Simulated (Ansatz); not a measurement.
## Lu_Sn in SnO2 (P4_2/mnm): charge-transition levels and formation energies

Wanted: the transition levels of a substitutional impurity in SnO2 (P4_2/mnm), from a cell of 72 host atoms with 1 Sn taken out and 1 Lu put in.

Calculated with Ansatz 0.2.0; place-levels on r2SCAN runs: charge-transition levels and formation energies with image-charge correction and potential alignment at the atomic sites; PAW set soft_1.

Experimental background.

For SnO2, rutile (bulk crystal), “Study on the Photocatalytic Properties of Flower-Shaped SnO2” (2022, pmc:9565917) quotes earlier work: band gap (experimental gap quoted from earlier work) 3.6 eV [literature value quoted in passing in the paper's theory part; sample, method and …].

Report form: the programs' logs are mostly left out.

**1. Starting point**

The cell holds 72 atoms: 23 Sn, 48 O and 1 Lu. Its edges and angles: a = 9.516 Å, b = 9.516 Å, c = 9.602 Å, α = 90.0°, β = 90.0°, γ = 90.0°. It derives from SnO2 (space group P4_2/mnm). Nearest the centre at fractional (0.500, 0.500, 0.667): Lu68 at 0.00 Å, O71 at 2.06 Å, O18 at 2.06 Å, O28 at 2.07 Å, O45 at 2.07 Å, O34 at 2.07 Å, O51 at 2.07 Å, Sn62 at 3.20 Å.

The host's dielectric constants go in as inputs: (4.60, 4.60, 4.91) for the electrons alone, (13.48, 13.48, 10.42) with the ions, from a response run on this crystal (DFPT, PBEsol) at that run's own cell.

The cell's shortest repeat is 9.5 Å.

**2. The runs of each charge state**

A transition level is the Fermi level at which two charge states cost the same, so each charge needs its own total energy, at its own relaxed structure.

Random displacements of about 0.05 Å break the site symmetry at the start, so that the relaxation can reach a distorted minimum if there is one. Forces are taken at one point at (¼, ¼, ¼). The cell holds 1 electron more than the neutral one, with a uniform background that keeps it neutral on the whole.

The sampling was tested on the host first: at the k-points planned (1x1x1 shifted 0.25 0.25 0.25) its energy lies 0.000 eV an atom from the dense-mesh value, under the bound of 0.02 eV set for this test; that bounds the host's error, not the defect's.

One state's input; the others differ in charge, spin, start and seed, and in occupations where the table says so.

Input file qm1.relax/input.yaml:

```yaml
crystal:
  lattice:
    - [9.51550307, 0.0, 0.0]
    - [0.0, 9.51550307, 0.0]
    - [0.0, 0.0, 9.60204439]
  atoms:
    - { symbol: Sn, position: [0.25, 0.25, 0.16666667] }
    - { symbol: Sn, position: [0.0, 0.0, 0.0] }
[... 4 atom lines left out ...]
    - { symbol: Sn, position: [0.25, 0.25, 0.5] }
[... 5 atom lines left out ...]
    - { symbol: Sn, position: [0.25, 0.25, 0.83333333] }
[... 4 atom lines left out ...]
    - { symbol: O, position: [0.34702862, 0.34702862, 0.66666667] }
[... 6 atom lines left out ...]
    - { symbol: Sn, position: [0.25, 0.75, 0.5] }
[... 2 atom lines left out ...]
    - { symbol: O, position: [0.40297138, 0.59702862, 0.5] }
[... 2 atom lines left out ...]
    - { symbol: Sn, position: [0.25, 0.75, 0.83333333] }
[... 2 atom lines left out ...]
    - { symbol: O, position: [0.40297138, 0.59702862, 0.83333333] }
    - { symbol: O, position: [0.15297138, 0.65297138, 0.66666667] }
    - { symbol: O, position: [0.34702862, 0.84702862, 0.66666667] }
[... 6 atom lines left out ...]
    - { symbol: Sn, position: [0.75, 0.25, 0.5] }
[... 1 atom line left out ...]
    - { symbol: O, position: [0.59702862, 0.40297138, 0.5] }
[... 3 atom lines left out ...]
    - { symbol: Sn, position: [0.75, 0.25, 0.83333333] }
[... 1 atom line left out ...]
    - { symbol: O, position: [0.59702862, 0.40297138, 0.83333333] }
[... 1 atom line left out ...]
    - { symbol: O, position: [0.65297138, 0.15297138, 0.66666667] }
    - { symbol: O, position: [0.84702862, 0.34702862, 0.66666667] }
[... 1 atom line left out ...]
    - { symbol: Sn, position: [0.5, 0.5, 0.0] }
[... 4 atom lines left out ...]
    - { symbol: Sn, position: [0.75, 0.75, 0.5] }
    - { symbol: Sn, position: [0.5, 0.5, 0.33333333] }
[... 5 atom lines left out ...]
    - { symbol: Lu, position: [0.5, 0.5, 0.66666667] }
[... 2 atom lines left out ...]
    - { symbol: O, position: [0.65297138, 0.65297138, 0.66666667] }
    - { symbol: O, position: [0.84702862, 0.84702862, 0.66666667] }
  host:
    repeats: [2, 2, 3]
    atoms:
      - { symbol: Sn, position: [0.5, 0.5, 0.5] }
      - { symbol: Sn, position: [0.0, 0.0, 0.0] }
      - { symbol: O, position: [0.19405723, 0.80594277, 0.5] }
      - { symbol: O, position: [0.80594277, 0.19405723, 0.5] }
      - { symbol: O, position: [0.30594277, 0.30594277, 0.0] }
      - { symbol: O, position: [0.69405723, 0.69405723, 0.0] }
total_charge: -1
basis:
  ecutwfc: 500
  xc_grid: 2
hamiltonian:
  xc: r2scan
  pseudopotentials: { kind: paw, azcp: { folder: soft_1 } }
kpoints:
  mp_grid: { grid: [1, 1, 1], shift: [0.25, 0.25, 0.25] }
scf:
  occupations: { method: fixed }
  max_iter: 100
output:
  forces: true
  charged_corrections:
    epsilon: [4.6, 4.6, 4.91]
    static_epsilon: [13.48, 13.48, 10.42]
    defect_position: [0.5, 0.5, 0.666667]
relax:
  f_tol: 0.02
  max_steps: 80
  random_displacement: { amplitude: 0.05, seed: 6498 }
checkpoint:
  write: "../qm1.relax.run"
  compress: false
  write_wavefunctions: true
  write_every: 100000
```

On the command line:

```console
$ ansatz run input.yaml --threads 4 --pin off --max-ram 15073MiB --backend cpu --events-out ev --progress --plain --runs-dir out
```

Defect states can disperse in a cell of this size, so the energy is taken again at a 2×2×2 shifted mesh, on the relaxed structure.

The run of this state that the levels use, under r2SCAN:

Input file qm1.point/input.yaml:

```yaml
crystal:
  checkpoint: "../qm1.relax.run"
  host: checkpoint
total_charge: -1
basis:
  ecutwfc: 500
  xc_grid: 2
hamiltonian:
  xc: r2scan
  pseudopotentials: { kind: paw, azcp: { folder: soft_1 } }
kpoints:
  mp_grid: { grid: [2, 2, 2], shift: [0.5, 0.5, 0.5] }
scf:
  occupations: { method: fermi_dirac, width: 0.01 }
  max_iter: 100
output:
  forces: true
  eigenvalues: true
  charged_corrections:
    epsilon: [4.6, 4.6, 4.91]
    static_epsilon: [13.48, 13.48, 10.42]
    defect_position: [0.5, 0.5, 0.666667]
  eigenstates: { localisation: true }
  populations: true
  band_densities: [{ bands: [v1, v1] }, { bands: [c1, c1] }]
  write_density: true
  write_potential: true
  volumetric_format: npy
  elf: true
checkpoint:
  read: "../qm1.relax.run"
  write: "../qm1.point.run"
  compress: false
  write_wavefunctions: false
  write_every: 100000
```

Relaxations under r2SCAN at one point at (¼, ¼, ¼); times on 4 threads of Arm Neoverse V2, shared host:

```csv
charge,moment (μB),occupations,outcome,steps,largest displacement against the far atoms (Å),time
−1,0,fixed,converged,5,0.11,3.1 min
0,1,fixed,converged,5,0.12,9.2 min
+1,0,fixed,converged,5,0.12,5.1 min
+1,2,fixed,converged,6,0.11,19 min
```

Single points under r2SCAN at a 2×2×2 shifted mesh; times on 4 threads of Arm Neoverse V2, shared host:

```csv
charge,moment (μB),occupations,outcome,time
−1,0,fermi-dirac,converged,2.9 min
0,1,fermi-dirac,converged,8 min
+1,0,fermi-dirac,converged,3.5 min
+1,2,fermi-dirac,converged,10 min
```

Distances (Å) from Lu68 to the nearest atoms after relaxation with r2SCAN:

```csv
charge,moment (μB),1.,2.,3.,4.,5.,6.
−1,0,O 2.15,O 2.15,O 2.18,O 2.18,O 2.18,O 2.18
0,1,O 2.15,O 2.15,O 2.18,O 2.18,O 2.18,O 2.18
+1,0,O 2.15,O 2.15,O 2.18,O 2.18,O 2.18,O 2.18
+1,2,O 2.14,O 2.14,O 2.17,O 2.17,O 2.17,O 2.17
```

**3. Placing the levels, r2SCAN**

A charged cell interacts with its images and the background, and its potential has another zero than the host's. place-levels removes the first by a point-charge model, screened by the static dielectric constant since the ions have relaxed around the charge, and the second by comparing potentials at atoms far from the defect.

The host is a run of the defect-free crystal in the same cutoffs, grids and k-points, so that basis and sampling errors cancel in part in the differences. The host is run in a cell of 6 atoms on a matching mesh. Its band edges are searched through the zone by a band path, so the gap is smaller than, or equal to, that on the mesh. Chemical potentials are energies per atom of Sn (alpha-Sn (diamond)) and Lu (hcp), run with the same functional and cutoff.

Input file levels.point.yaml:

```yaml
host:
  run: host.point.run
states: [qm1.point.run, q0_M1.point.run, qp1.point.run, qp1_M2.point.run]
geometry_from:
  qm1.point.run: qm1.relax.run
  q0_M1.point.run: q0_M1.relax.run
  qp1.point.run: qp1.relax.run
  qp1_M2.point.run: qp1_M2.relax.run
  host.point.run: host.relax.run
chemical_potentials:
  Sn:
    energy: -6038.703821
    dataset: <sha256 of the dataset>
  Lu:
    energy: -14744.268682
    dataset: "<sha256 of the dataset>"
epsilon: [4.6, 4.6, 4.91]
static_epsilon: [13.48, 13.48, 10.42]
vertical:
  - { from: qm1.point.run, to: qm1.point_neutral.run }
  - { from: qp1.point.run, to: qp1.point_neutral.run }
  - { from: qp1_M2.point.run, to: qp1_M2.point_neutral.run }
```

On the command line:

```console
$ ansatz place-levels levels.point.yaml -- --threads 4 --pin off --max-ram 15073MiB
```

It took 0.41 s on 4 threads of Arm Neoverse V2, shared host.

Levels between the charges placed, in eV above the valence top:

```csv
,gap (eV),(+1/0),(0/−1)
r2SCAN,1.80,0.00,0.05
```

Corrections by state:

```csv
charge,moment (μB),image terms and alignment (eV),band filling (eV),ε used,"over the lowest of its charge, as the program ranks them, band filling apart (eV)"
+1,0.0,0.121,-0.233,"principal values (10.42, 13.48, 13.48)",0.000
0,1.0,0.000,-,-,0.000
−1,0.0,0.058,-,"principal values (10.42, 13.48, 13.48)",0.000
+1,2.0,0.158,-,"principal values (10.42, 13.48, 13.48)",0.127
```

The charged structures listed were also run neutral, and place-levels reads from each pair, by the potential or the spins, how wide the charge is by which they differ; that can be the carrier of either run.

```csv
charge,rms radius (Å),spread where it is widest against the cell (Å),wide from (Å),reading
+1,7.0,4.64,1.66,wide
−1,5.5,3.51,1.66,wide
```

The neutral runs of these pairs need not share the spin of the lowest neutral state, and very wide values only mean spread over the cell.

From the program's caveats on the states, each cut to its opening words:

- charge +1: it parts from the run at its places by a charge that spreads by about 4.6 Å along one vector (1.7 Å or more is wide), by its potential at epsilon [4.6, 4.6, [...]
- charge +1: a band-filling correction moves a carrier to the host's band edge, which changes its energy by -0.233 eV
- charge 0 (1 μB), +1 (2 μB): flagged: stability check not made
- charge −1: it parts from the run at its places by a charge that spreads by about 3.5 Å along one vector (1.7 Å or more is wide), by its potential at epsilon [4.6, 4.6, [...]
- charge +1 (2 μB): it parts from the run at its places by a charge that spreads by about 2.7 Å along one vector (1.7 Å or more is wide), by its potential at epsilon [4.6, 4.6, [...]
- charge +1 (2 μB): its moments are held at its close (magnetization.spin_locking), by a field of 0.040 eV a Bohr magneton, and its energy and levels are of the state that this [...]

The host's formation energy from the elements is -1.867 eV per atom; it sets how far the chemical potentials can move.

Limit set by the element alone; other compounds of these elements are not counted. Chemical potentials from the elements' reference states: O 0.00 eV, Sn -5.60 eV, Lu 0.00 eV. Formation energy by charge state (O-rich; gap 1.80 eV):

```csv
charge,at valence top (eV),at conduction bottom (eV),correction included (eV)
+1,-8.03,-6.23,-0.11
0,-8.03,-8.03,0.00
−1,-7.98,-9.78,0.06
```

(Fermi level (eV), lowest formation energy (eV)): (0.00, -8.03), (0.16, -8.14), (0.33, -8.31), (0.49, -8.47), (0.65, -8.63), (0.82, -8.80), (0.98, -8.96), (1.14, -9.12), (1.31, -9.29), (1.47, -9.45), (1.63, -9.61), (1.80, -9.78)

Limit set by the element alone; other compounds of these elements are not counted. Chemical potentials from the elements' reference states: Sn 0.00 eV, O -2.80 eV, Lu 0.00 eV. Formation energies (Sn-rich), with the Fermi level at the valence top and at the conduction bottom (gap 1.80 eV):

```csv
charge,at valence top (eV),at conduction bottom (eV),correction included (eV)
+1,-2.43,-0.63,-0.11
0,-2.43,-2.43,0.00
−1,-2.38,-4.17,0.06
```

```
Fermi level (eV)  lowest formation energy (eV)
            0.00                         -2.43
            0.16                         -2.54
            0.33                         -2.71
            0.49                         -2.87
            0.65                         -3.03
            0.82                         -3.19
            0.98                         -3.36
            1.14                         -3.52
            1.31                         -3.69
            1.47                         -3.85
            1.63                         -4.01
            1.80                         -4.17
```

**4. Effect of the sampling**

The relaxations' own energies give the levels at their sampling, for comparison.

Input file levels.relax_mesh.yaml:

```yaml
host:
  run: host.relax.run
states: [qm1.relax.run, q0_M1.relax.run, qp1.relax.run, qp1_M2.relax.run]
chemical_potentials:
  Sn:
    energy: -6038.703821
    dataset: <sha256 of the dataset>
  Lu:
    energy: -14744.268682
    dataset: "<sha256 of the dataset>"
```

On the command line:

```console
$ ansatz place-levels levels.relax_mesh.yaml -- --threads 4 --pin off --max-ram 15073MiB
```

Run time: 0.13 s. Hardware: 4 threads.

Levels between neighbouring charges, in eV above the valence top:

```csv
,gap (eV),(+1/0),(0/−1)
"one point at (¼, ¼, ¼)",1.80,0.00,0.04
a 2×2×2 shifted mesh,1.80,0.00,0.05
```

Going from one point at (¼, ¼, ¼) to a 2×2×2 shifted mesh moves the levels that carry no band-filling term by up to 0.01 eV and formation energies against the elements by up to 0.01 eV; band-filling terms, which differ between samplings, are in these energies.

**5. What came out**

```yaml
gap_of_the_host: 1.80 eV (r2SCAN)
level_plus_1_over_0: 0.00 eV above the valence top (-0.23 eV above the valence top without the band-filling term)
level_0_minus_1: 0.05 eV above the valence top
lowest_of_the_charges_placed_just_above_the_valence_top_0p02_ev: 0
lowest_of_the_charges_placed_just_below_the_conduction_bottom_0p02_ev: −1
lowest_formation_energy_at_mid_gap_of_the_charges_run_o_rich: -8.88 eV
lowest_formation_energy_at_mid_gap_of_the_charges_run_sn_rich: -3.28 eV
```

In words: Of the charges placed (−1, 0 and +1), the lowest changes at 0.05 eV (0/−1) above the valence top, in a gap of 1.80 eV. (0/−1) lies nearer to a band edge than the share of the finite-size correction in it (0.06 eV), and that correction holds for a localised charge alone. (0/−1) lies 0.05 eV from a band edge, less than the doubt on such levels. Charges below −1 were not placed, so these runs say nothing of levels that involve them. States placed: +1 at 0 μB and 2 μB; 0 at 1 μB; −1 at 0 μB. Other spin states or structures, where not listed, weren't placed. The program finds carriers beyond a band edge of the host and adds a band-filling term at charge +1 (-0.23 eV); steps to such a charge show no bound level, and a defect level inside a band would be read the same way. Lu is taken at its element; compounds, which aren't counted here, bound the chemical potentials and would shift these formation energies. The lowest formation energy (O-rich and Sn-rich) is negative across the gap, so the defect would form by itself: these chemical potentials lie beyond what competing compounds allow, or the host is unstable against it. Going from one point at (¼, ¼, ¼) to a 2×2×2 shifted mesh moves the levels that carry no band-filling term by up to 0.01 eV and formation energies against the elements by up to 0.01 eV; band-filling terms, which differ between samplings, are in these energies. What this leaves open: r2SCAN makes the gap too small and tends to spread out bound carriers; where a gas molecule sets a chemical potential or the host's formation energy, its binding is uncorrected; spin–orbit coupling, which can matter with heavy atoms, is left out.

Calculation against experiment:

| quantity | measured | r2SCAN |
| --- | --- | --- |
| band gap (least gap of the host) (eV) | 3.6 | 1.80 (-1.80 eV) |

Measured values from pmc:9565917 (2022).

**Verdict.** The band gap is off by -1.80 eV. Local and semilocal functionals usually give gaps below the measured ones. Spin-orbit coupling, left out here, can change the gap with such heavy elements. Zero-point and thermal motion shift the measured gap.

[Logs are printed without paths, hosts, clocks, repeated set-up lines and the standing remarks that a program may print on its own settings, such as how far it seeks lower states.]

[Hosts, paths, dates, database ids (printed as entryN), source tags and the programs' standing remarks are cut or masked in the printed files.]

[Where a table of states has a column of steps, it counts the stored structures, which are thinned; the runs took as many ionic steps or more.]

[A defect's name tells the site on which it was built; relaxed atoms can leave that site.]

[For some hosts the program warned that the k-mesh of the response run may be too coarse for force constants and the static dielectric constant; such warnings are not shown here.]
